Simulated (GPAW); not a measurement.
# KTlO2 (R-3m): G0W0 with GPAW, start to end

Aim: the G0W0 gap of KTlO2 (R-3m) on LDA, step by step.

Program: GPAW 26.7.0. Level of theory: LDA and many-body steps on it, plane waves. Results are calculated unless marked as measured.

**1. Set-up**

The structure is trigonal, space group R-3m (No. 166). The conventional cell has a = 3.454 Å, b = 3.454 Å, c = 18.307 Å, α = 90.00°, β = 90.00°, γ = 120.00°. Nearest to K lie 6 O at 2.72 Å. Nearest to Tl lie 6 O at 2.33 Å. Nearest to O lie 3 Tl at 2.33 Å and 3 K at 2.72 Å. Farther neighbours and most contacts between anions are not listed.

The cell and positions are those that the Materials Project relaxed with its own functionals (PBE, PBE+U or r2SCAN), kept fixed. Spin-orbit coupling is left out unless a step names it.

**2. Ground state**

This step: GPAW 26.7.0; DFT, LDA, plane waves, PAW.

The ground-state density comes first.

Input file run.py:

```python
import json
import numpy as np
from gpaw.mpi import world
from ase import Atoms
from gpaw import GPAW, PW, FermiDirac

atoms = Atoms(['K', 'Tl', 'O', 'O'],
    cell=[[1.7267621487, 0.9969465914, 6.1022399988],
      [-1.7267621487, 0.9969465914, 6.1022399988],
      [0.0000000000, -1.9938931827, 6.1022399988]],
    scaled_positions=[[0.5000000000, 0.5000000000, 0.5000000000],
      [0.0000000000, 0.0000000000, 0.0000000000],
      [0.7320842600, 0.7320842600, 0.7320842600],
      [0.2679157400, 0.2679157400, 0.2679157400]],
    pbc=(True, True, True))
calc = GPAW(mode=PW(600),
    xc='LDA',
    kpts={'size': (8, 8, 8), 'gamma': True},
    occupations=FermiDirac(0.001),
    nbands=-8,
    convergence={'density': 1e-6, 'bands': -3},
    maxiter=100,
    txt='gs.txt')
atoms.calc = calc
res = {'energy': atoms.get_potential_energy()}
kpts = calc.get_ibz_k_points()
res['kpts'] = kpts
res['eigenvalues'] = [calc.get_eigenvalues(kpt=k) for k in range(len(kpts))]
res['n_electrons'] = calc.get_number_of_electrons()
calc.write('gs.gpw')

if world.rank == 0:
    with open('result.json', 'w') as f:
        json.dump(res, f, default=lambda x: x.tolist())
```

Run with:

```bash
$ mpirun -n 4 gpaw python run.py
```

The program printed:

```text
__  _  _
 | _ |_)|_||  |
 |__||  | ||/\| - 26.7.0

Input parameters:
  mode=PW(ecut=600.0),
  convergence={'density': 1e-06, 'bands': -3},
  kpts=MonkhorstPack(size=(8, 8, 8), gamma=True),
  maxiter=100,
  nbands=-8,
  occupations=Occupations(name='fermi-dirac', width=0.001, fixmagmom=False),
  xc=XC(name='LDA')
  [... matrices ...]
Diagonalizing LCAO Hamiltonian
Converting LCAO to pw mode

       O

       K

       O

       Tl

Atoms  # Å, Bohr magnetons
|   | symbol |        x |        y |         z |    initial magnetic moments |
| 0 |      K | 0.000000 | 0.000000 |  9.153360 | ( 0.0000,  0.0000,  0.0000) |
| 1 |     Tl | 0.000000 | 0.000000 |  0.000000 | ( 0.0000,  0.0000,  0.0000) |
| 2 |      O | 0.000000 | 0.000000 | 13.402062 | ( 0.0000,  0.0000,  0.0000) |
| 3 |      O | 0.000000 | 0.000000 |  4.904658 | ( 0.0000,  0.0000,  0.0000) |

Unit cell  # Å
| periodic |         x |         y |        z |  lengths |    angles |
|      yes |  1.726762 |  0.996947 | 6.102240 | 6.419731 | 31.206844 |
|      yes | -1.726762 |  0.996947 | 6.102240 | 6.419731 | 31.206844 |
|      yes |  0.000000 | -1.993893 | 6.102240 | 6.419731 | 31.206844 |

Number of symmetries: 12
Symmetry operations  # r_c * U_cc + t_c -> r_c
|    | kind |            matrix            |
|  0 |  E   |  1, 0, 0,  0, 1, 0,  0, 0, 1 |
|  1 |  σ   |  1, 0, 0,  0, 0, 1,  0, 1, 0 |
|  2 |  σ   |  0, 1, 0,  1, 0, 0,  0, 0, 1 |
|  3 |  C3  |  0, 1, 0,  0, 0, 1,  1, 0, 0 |
|  4 |  C3  |  0, 0, 1,  1, 0, 0,  0, 1, 0 |
|  5 |  σ   |  0, 0, 1,  0, 1, 0,  1, 0, 0 |
|  6 |  C2  |  0, 0,-1,  0,-1, 0, -1, 0, 0 |
|  7 |  S6  |  0, 0,-1, -1, 0, 0,  0,-1, 0 |
|  8 |  S6  |  0,-1, 0,  0, 0,-1, -1, 0, 0 |
|  9 |  C2  |  0,-1, 0, -1, 0, 0,  0, 0,-1 |
| 10 |  C2  | -1, 0, 0,  0, 0,-1,  0,-1, 0 |
| 11 |  i   | -1, 0, 0,  0,-1, 0,  0, 0,-1 |

BZ-sampling:
  Number of BZ points: 512
  Number of IBZ points: 65

  Monkhorst-Pack size: [8, 8, 8]
  Monkhorst-Pack shift: [0.0625, 0.0625, 0.0625]

K-points  # in reciprocal-cell coordinates
|     |                                coordinates |     weight |
|   0 | (  0.00000000,   0.00000000,   0.00000000) | 0.00195312 |
|   1 | (  0.12500000,   0.00000000,  -0.12500000) | 0.01171875 |
|   2 | (  0.12500000,   0.00000000,   0.00000000) | 0.01171875 |
|   3 | (  0.12500000,   0.12500000,  -0.12500000) | 0.01171875 |
|   4 | (  0.12500000,   0.12500000,   0.00000000) | 0.01171875 |
|   5 | (  0.12500000,   0.12500000,   0.12500000) | 0.00390625 |
|   6 | (  0.25000000,  -0.12500000,  -0.12500000) | 0.01171875 |
|   7 | (  0.25000000,   0.00000000,  -0.25000000) | 0.01171875 |
|   8 | (  0.25000000,   0.00000000,  -0.12500000) | 0.02343750 |
|   9 | (  0.25000000,   0.00000000,   0.00000000) | 0.01171875 |
| ... |                                            |            |
|  64 | (  0.50000000,   0.50000000,   0.50000000) | 0.00195312 |

Plane wave coefficients: 2122
Cutoff: 600.0 eV

Spin-components: 1 (collinear spins)
Bands:           25
Projectors:      21
Spin-degeneracy: 2
Datatype:        complex128

  Storage: CPU
  Wave functions: 54_158_000 bytes (13_539_500 per core)
  Projectors: 62_823_280 bytes (15_705_820 per core)
  [... matrices ...]
Parallelization:
  kpt:    4
  domain: 1
  band:   1

Density:
  Valence electrons: 34.0
  Components: 1
  Grid points: [40 40 40]
  Charge: 0.0  # |e|

Potential:
  Grid points: [40 40 40]

species:
  K:
    name:    Potassium
    Z:       19.0
    valence: 9
    core:    10
    charge:  0.0  # [|e|]
    compensation charges:
      type: gauss
      rc: 0.35  # [Å]
      lmax: 2
    cutoffs:
      filter: 1.91  # [Å]
      core: 1.27  # [Å]
    projectors
    | kind |    occ | energy [eV] | rcut [Å] |
    |   3s |  2.000 |     -35.177 |    1.122 |
    |   4s |  1.000 |      -2.428 |    1.122 |
    |   3p |  6.000 |     -18.839 |    1.106 |
    |    p |        |       8.373 |    1.106 |
    |    d |        |       0.000 |    0.937 |

    Using partial waves for K as LCAO basis

  Tl:
    name:    Thallium
    Z:       81.0
    valence: 13
    core:    68
    charge:  0.0  # [|e|]
    compensation charges:
      type: gauss
      rc: 0.38  # [Å]
      lmax: 2
    cutoffs:
      filter: 2.11  # [Å]
      core: 2.55  # [Å]
    projectors
    | kind |    occ | energy [eV] | rcut [Å] |
    |   6s |  2.000 |      -9.777 |    1.212 |
    |   6p |  1.000 |      -2.584 |    1.270 |
    |   5d | 10.000 |     -15.654 |    1.191 |
    |    s |        |      17.435 |    1.212 |
    |    p |        |      24.627 |    1.270 |
    |    d |        |      11.557 |    1.191 |

    Using partial waves for Tl as LCAO basis

  O:
    name:    Oxygen
    Z:       8.0
    valence: 6
    core:    2
    charge:  0.0  # [|e|]
    compensation charges:
      type: gauss
      rc: 0.21  # [Å]
      lmax: 2
    cutoffs:
      filter: 1.17  # [Å]
      core: 0.83  # [Å]
    projectors
    | kind |    occ | energy [eV] | rcut [Å] |
    |   2s |  2.000 |     -23.752 |    0.688 |
    |   2p |  4.000 |      -9.195 |    0.598 |
    |    s |        |       3.459 |    0.688 |
    |    p |        |      18.016 |    0.598 |
    |    d |        |       0.000 |    0.619 |

    Using partial waves for O as LCAO basis

Reference energy: -570144.323640  # eV

eigensolver:
  PPCG
  Converge bands: -3
  niter=2

density mixing:
  MSR1-Mixer
  Pratt-step length: 0.05
  Maximum mixing coefficient: 0.75
  Old densities: 10
  SVD Regularization: 0.005
  Good broyden scale: 1.0
  Trust region scale: 1.0
  Backstep threshold: 4.0
  History deletion threshold: 6.0
  Fourier metric: weight=20.0, sigma=0.015

occupation numbers:
  Fermi-Dirac:
    width: 0.0010  # eV

poisson solver:
  ecut: 4800.0  # eV

xc functional:
  name: None

Initialization done in: 4.557 s

convergence criteria:
- Maximum integral of absolute [dens]ity change: 1e-06 electrons / valence electron
- Maximum [total energy] change in last 3 cyles: 0.0005 eV / valence electron
- Maximum integral of absolute [eigenst]ate change: 4e-08 eV^2 / valence electron
maximum number of iterations: 100

SCF iterations
|iter     |     time |      energy | eigst |  dens |
|iter:   1|  |  -23.738615 | +0.77 |       |
|iter:   2|  |  -22.903221 | +0.19 | -0.99 |
|iter:   3|  |  -21.010748 | -0.52 | -1.05 |
|iter:   4|  |  -20.972324 | -1.68 | -1.52 |
|iter:   5|  |  -20.958450 | -2.24 | -1.76 |
|iter:   6|  |  -20.958464c| -2.78 | -2.80 |
|iter:   7|  |  -20.958487c| -3.38 | -3.28 |
|iter:   8|  |  -20.958490c| -4.08 | -3.88 |
|iter:   9|  |  -20.958490c| -4.67 | -4.88 |
|iter:  10|  |  -20.958490c| -5.43 | -5.18 |
|iter:  11|  |  -20.958490c| -6.03 | -5.87 |
|iter:  12|  |  -20.958490c| -6.62 | -6.62c|
|iter:  13|  |  -20.958490c| -7.19 | -7.42c|
|iter:  14|  |  -20.958490c| -7.77c| -8.01c|

Converged in 14 steps
SCF loop duration: 24.336 s (1.738 s/step)
Energy contributions relative to reference atoms: (reference = -570144.323640)
  [... matrices ...]
Energy contributions:
  Kinetic:          20.142723
  Coulomb:         -16.330785
  Zero:             -0.592683
  External:          0.000000
  Xc:              -24.177745
  Entropy:          -0.000000
  Spinorbit:         0.000000
  ----------------------------
  Free energy:     -20.958490
  Extrapolated:    -20.958490

dipole moment: (-0.000000, -0.000000, -74.066330)  # |e|*Ang

Fermi level: 4.621
Eigenvalues  # (at kpt = [0.000, 0.000, 0.000])
| band index |      eig [eV] | occ [0-2] |
|          0 |       -23.505 |     2.000 |
|        ... |               |           |
|          9 |        -4.683 |     2.000 |
|         10 |        -4.683 |     2.000 |
|         11 |         0.313 |     2.000 |
|         12 |         3.485 |     2.000 |
|         13 |         3.485 |     2.000 |
|         14 |         3.798 |     2.000 |
|         15 |         4.307 |     2.000 |
|         16 |         4.307 |     2.000 |
|         17 |         5.321 |     0.000 |
|         18 |         9.584 |     0.000 |
|         19 |        10.383 |     0.000 |
|         20 |        13.400 |     0.000 |
|         21 |        13.400 |     0.000 |
|         22 |        14.779 |     0.000 |
|         23 |        15.841 |     0.000 |
|         24 |        15.848 |     0.000 |

Gap: 0.895 eV
Transition (v -> c):
  (s=0, k=64, n=16, [0.50, 0.50, 0.50]) -> (s=0, k=0, n=17, [0.00, 0.00, 0.00])
Direct/indirect transitions are different
Direct gap: 1.015 eV
Transition at: (s=0, k=0, n=16, [0.00, 0.00, 0.00])
# Writing to gs.gpw (mode='')
  [... matrices ...]
```

Wall time 31 s (4 MPI ranks of AMD EPYC 9R14 (Zen 4), shared host); peak memory 1.1 GiB; 2 min of CPU time.

This step gave:

```
total energy               : -20.96 eV
gap                        : 0.8945 eV
k of the valence top       : 0.5, 0.5, 0.5
k of the conduction bottom : 0, 0, 0
least direct gap           : 1.015 eV
```

The gap is indirect, with the least direct gap 0.12 eV higher.

**3. Bands along the symmetry lines**

The cheap functional maps the bands first; the places of the edges decide which points the dearer methods must see.

Input file run.py:

```python
import json
import numpy as np
from gpaw.mpi import world
from gpaw import GPAW

path = [[0.000000, 0.000000, 0.000000],
    [0.062500, 0.062500, 0.062500],
    [0.125000, 0.125000, 0.125000],
    [0.187500, 0.187500, 0.187500],
    [0.250000, 0.250000, 0.250000],
    [0.312500, 0.312500, 0.312500],
    [0.375000, 0.375000, 0.375000],
    [0.437500, 0.437500, 0.437500],
    [0.500000, 0.500000, 0.500000],
    [0.539442, 0.460558, 0.500000],
    [0.578885, 0.421115, 0.500000],
    [0.618327, 0.381673, 0.500000],
    [0.657770, 0.342230, 0.500000],
    [0.697212, 0.302788, 0.500000],
    [0.736654, 0.263346, 0.500000],
    [0.776097, 0.223903, 0.500000],
    [0.815539, 0.184461, 0.500000],
    [0.500000, -0.184461, 0.184461],
    [0.500000, -0.161403, 0.161403],
    [0.500000, -0.138346, 0.138346],
    [0.500000, -0.115288, 0.115288],
    [0.500000, -0.092230, 0.092230],
    [0.500000, -0.069173, 0.069173],
    [0.500000, -0.046115, 0.046115],
    [0.500000, -0.023058, 0.023058],
    [0.500000, 0.000000, 0.000000],
    [0.437500, 0.000000, 0.000000],
    [0.375000, 0.000000, 0.000000],
    [0.312500, 0.000000, 0.000000],
    [0.250000, 0.000000, 0.000000],
    [0.187500, 0.000000, 0.000000],
    [0.125000, 0.000000, 0.000000],
    [0.062500, 0.000000, 0.000000],
    [0.000000, 0.000000, 0.000000],
    [0.042779, -0.042779, 0.000000],
    [0.085558, -0.085558, 0.000000],
    [0.128336, -0.128336, 0.000000],
    [0.171115, -0.171115, 0.000000],
    [0.213894, -0.213894, 0.000000],
    [0.256673, -0.256673, 0.000000],
    [0.299452, -0.299452, 0.000000],
    [0.342230, -0.342230, -0.000000],
    [0.657770, 0.000000, 0.342230],
    [0.638048, 0.000000, 0.361952],
    [0.618327, 0.000000, 0.381673],
    [0.598606, 0.000000, 0.401394],
    [0.578885, 0.000000, 0.421115],
    [0.559164, 0.000000, 0.440836],
    [0.539442, 0.000000, 0.460558],
    [0.519721, 0.000000, 0.480279],
    [0.500000, 0.000000, 0.500000],
    [0.437500, 0.000000, 0.437500],
    [0.375000, 0.000000, 0.375000],
    [0.312500, 0.000000, 0.312500],
    [0.250000, 0.000000, 0.250000],
    [0.187500, 0.000000, 0.187500],
    [0.125000, 0.000000, 0.125000],
    [0.062500, 0.000000, 0.062500],
    [0.000000, 0.000000, 0.000000]]
calc = GPAW('gs.gpw').fixed_density(kpts=path,
    symmetry='off',
    nbands=27,
    convergence={'bands': 23},
    txt='bands.txt')
res = {}
kpts = calc.get_ibz_k_points()
res['kpts'] = kpts
res['eigenvalues'] = [calc.get_eigenvalues(kpt=k) for k in range(len(kpts))]
res['n_electrons'] = calc.get_number_of_electrons()

if world.rank == 0:
    with open('result.json', 'w') as f:
        json.dump(res, f, default=lambda x: x.tolist())
```

Run with:

```bash
$ mpirun -n 4 gpaw python run.py
```

The program printed:

```text
Diagonalizing LCAO Hamiltonian
Converting LCAO to pw mode
convergence criteria:
- Maximum integral of absolute [eigenst]ate change: 4e-08 eV^2 / valence electron
maximum number of iterations: 100

SCF iterations
|iter     |     time |      energy | eigst |  dens |
|iter:   1|  |             | +1.74 |       |
|iter:   2|  |             | +0.44 |       |
|iter:   3|  |             | -0.09 |       |
[...]
|iter:  17|  |             | -7.05 |       |
|iter:  18|  |             | -7.35 |       |
|iter:  19|  |             | -7.64c|       |
SCF steps: 19
  __  _  _
 | _ |_)|_||  |
 |__||  | ||/\| - 26.7.0

Input parameters:
  mode=PW(ecut=600.0),
  convergence={'bands': 23},
  gpts=array([40, 40, 40]),
  kpts=KPoints(kpts=array([[ 0.      ,  0.      ,  0.      ],
         [ 0.0625  ,  0.0625  ,  0.0625  ],
         [ 0.125   ,  0.125   ,  0.125   ],
         [ 0.1875  ,  0.1875  ,  0.1875  ],
[...]
[ 0.539442,  0.460558,  0.5     ],
         [ 0.578885,  0.421115,  0.5     ],
         [ 0.618327,  0.381673,  0.5     ],
[...]
[ 0.5     , -0.184461,  0.184461],
         [ 0.5     , -0.161403,  0.161403],
         [ 0.5     , -0.138346,  0.138346],
         [ 0.5     , -0.115288,  0.115288],
[...]
[ 0.5     , -0.069173,  0.069173],
         [ 0.5     , -0.046115,  0.046115],
         [ 0.5     , -0.023058,  0.023058],
[...]
[ 0.256673, -0.256673,  0.      ],
         [ 0.299452, -0.299452,  0.      ],
[...]
[ 0.638048,  0.      ,  0.361952],
         [ 0.618327,  0.      ,  0.381673],
         [ 0.598606,  0.      ,  0.401394],
         [ 0.578885,  0.      ,  0.421115],
         [ 0.559164,  0.      ,  0.440836],
         [ 0.539442,  0.      ,  0.460558],
         [ 0.519721,  0.      ,  0.480279],
[...]
[ 0.125   ,  0.      ,  0.125   ],
         [ 0.0625  ,  0.      ,  0.0625  ],
         [ 0.      ,  0.      ,  0.      ]])),
  maxiter=100,
  nbands=27,
  occupations=Occupations(name='fermi-dirac', width=0.001, fixmagmom=False),
  parallel={},
  symmetry=Symmetry(point_group=False, time_reversal=False),
  xc=XC(name='LDA')
```

It took 31 s on 4 MPI ranks; peak memory 1.2 GiB.

This step gave:

```
gap                        : 0.8945 eV
k of the valence top       : 0.5, 0.5, 0.5
k of the conduction bottom : 0, 0, 0
least direct gap           : 1.015 eV
```

The gap is 0.895 eV, as in the run before at this level.

The electronic bands at the labelled points (eV, zero at the top of the highest filled band):

| point | band 14 | band 15 | band 16 | band 17 | band 18 | band 19 | band 20 | band 21 |
| --- | --- | --- | --- | --- | --- | --- | --- | --- |
| Γ | -0.94 | -0.63 | -0.12 | -0.12 | 0.89 | 5.16 | 5.96 | 8.97 |
| halfway | -1.00 | -1.00 | -0.06 | -0.06 | 1.45 | 4.75 | 5.88 | 8.95 |
| T | -1.04 | -1.04 | 0.00 | 0.00 | 1.96 | 4.32 | 5.79 | 8.93 |
| halfway | -1.71 | -1.09 | -0.53 | -0.19 | 2.97 | 5.94 | 7.32 | 7.39 |
| H2 | -2.39 | -2.17 | -0.38 | -0.32 | 4.05 | 6.98 | 7.31 | 8.03 |
| jump to H0 | -2.39 | -2.17 | -0.38 | -0.32 | 4.05 | 6.98 | 7.31 | 8.03 |
| halfway | -2.05 | -1.74 | -0.47 | -0.27 | 3.87 | 6.03 | 7.13 | 8.44 |
| L | -1.98 | -1.73 | -0.20 | -0.03 | 3.73 | 5.21 | 6.57 | 9.04 |
| halfway | -1.42 | -1.28 | -0.58 | -0.11 | 2.68 | 5.85 | 6.95 | 7.98 |
| Γ | -0.94 | -0.63 | -0.12 | -0.12 | 0.89 | 5.16 | 5.96 | 8.97 |
| halfway | -1.85 | -1.06 | -0.51 | -0.50 | 3.08 | 6.20 | 6.98 | 7.63 |
| S0 | -2.35 | -2.20 | -0.43 | -0.30 | 4.04 | 6.96 | 7.38 | 8.16 |
| jump to S2 | -2.35 | -2.20 | -0.43 | -0.30 | 4.04 | 6.96 | 7.38 | 8.16 |
| halfway | -2.17 | -1.69 | -0.42 | -0.20 | 3.79 | 6.39 | 6.56 | 8.36 |
| F | -1.85 | -1.35 | -0.51 | -0.18 | 3.49 | 5.91 | 6.10 | 8.78 |
| halfway | -1.42 | -1.22 | -0.47 | -0.09 | 2.84 | 5.83 | 6.46 | 8.34 |
| Γ | -0.94 | -0.63 | -0.12 | -0.12 | 0.89 | 5.16 | 5.96 | 8.97 |

The electronic bands as a text plot (rows in eV, shown from -8.0 to 6.9 only; labels by their first letter):

```
    6.6 |        + +++  ++  +++++  +       + ++++  +++    ++++
    6.0 |++++++++ +       ++     ++++++++++++        ++++++++++++
    5.3 |+       +          +++++   +++++                     +++
    4.7 | +++ +++
    4.1 |    +        ++++++                    ++++
    3.5 |          +++      +++++            +++    +++++++
    2.9 |        ++              ++         +              ++
    2.2 |    ++++                  +       +                 +
    1.6 |  ++                       +    ++                   +
    1.0 |++                          ++++                      ++
    0.4 |
   -0.2 |********************************************************
   -0.9 |**********               **************             ****
   -1.5 |   **********    ***********    *** ***    ***********
   -2.1 |         *****************         ************* ***
   -2.7 |          *******     **              *******  **
   -3.3 |                 *****                       **
   -4.0 |********                   *****                     ***
   -4.6 |        ****       ********     ****            *****
   -5.2 |            *******                 ************
   -5.8 |
   -6.4 |
   -7.1 |
   -7.7 |
         Γ   T        H|H    L         Γ         S|S   F        Γ
```

**4. Empty states on the mesh, 4×4×4 mesh, 85 bands**

The sums over transitions need many empty states on a uniform mesh; this step solves for them.

Input file run.py:

```python
import json
import numpy as np
from gpaw.mpi import world
from gpaw import GPAW

calc = GPAW('gs.gpw').fixed_density(kpts={'size': (4, 4, 4), 'gamma': True},
    nbands=99,
    convergence={'bands': 85},
    txt='nscf.txt')
calc.write('full.gpw', mode='all')
res = {}
kpts = calc.get_ibz_k_points()
res['kpts'] = kpts
res['eigenvalues'] = [calc.get_eigenvalues(kpt=k) for k in range(len(kpts))]
res['n_electrons'] = calc.get_number_of_electrons()

if world.rank == 0:
    with open('result.json', 'w') as f:
        json.dump(res, f, default=lambda x: x.tolist())
```

Run with:

```bash
$ mpirun -n 4 gpaw python run.py
```

The program printed:

```text
Diagonalizing LCAO Hamiltonian
Converting LCAO to pw mode
convergence criteria:
- Maximum integral of absolute [eigenst]ate change: 4e-08 eV^2 / valence electron
maximum number of iterations: 100

SCF iterations
|iter     |     time |      energy | eigst |  dens |
|iter:   1|  |             | +3.94 |       |
|iter:   2|  |             | +2.67 |       |
|iter:   3|  |             | +1.56 |       |
[...]
|iter:  12|  |             | -6.70 |       |
|iter:  13|  |             | -7.22 |       |
|iter:  14|  |             | -7.64c|       |
SCF steps: 14
  __  _  _
 | _ |_)|_||  |
 |__||  | ||/\| - 26.7.0

Input parameters:
  mode=PW(ecut=600.0),
  convergence={'bands': 85},
  gpts=array([40, 40, 40]),
  kpts=MonkhorstPack(size=(4, 4, 4), gamma=True),
  maxiter=100,
  nbands=99,
  occupations=Occupations(name='fermi-dirac', width=0.001, fixmagmom=False),
  parallel={},
  xc=XC(name='LDA')
# Writing to full.gpw (mode='all')
  [... matrices ...]

timing:  # [seconds]
  Total: 0.046  # ━━━━━━━━━━━━━━━━━━━━━━━━━━━━━━━━━━━━━━━━━━━━━━━━━━━━━━━━━━━
```

The job ended after 27 s (4 MPI ranks; peak memory 1.2 GiB).

Numbers from this step:

* gap: 0.8945 eV
* k of the valence top: 0.5, 0.5, 0.5
* k of the conduction bottom: 0, 0, 0
* least direct gap: 1.015 eV
* k points computed: 13
* lowest point of the top converged band, above the valence top: 53.5990 eV

On this mesh the gap is 0.895 eV.

(Continued in part 2 of 2.)

[Paths, hosts, dates, memory and timing lines, banners, echoed tables and standing remarks are left out of the program output.]

[Logs are printed without paths, hosts, clocks, repeated set-up lines and the standing remarks that a program may print on its own settings, such as how far it seeks lower states.]

[Runs of the session that timed out or met a known fault of the program may be left out.]

[Hosts, paths, dates, database ids (printed as entryN), source tags and the programs' standing remarks are cut or masked in the printed files.]
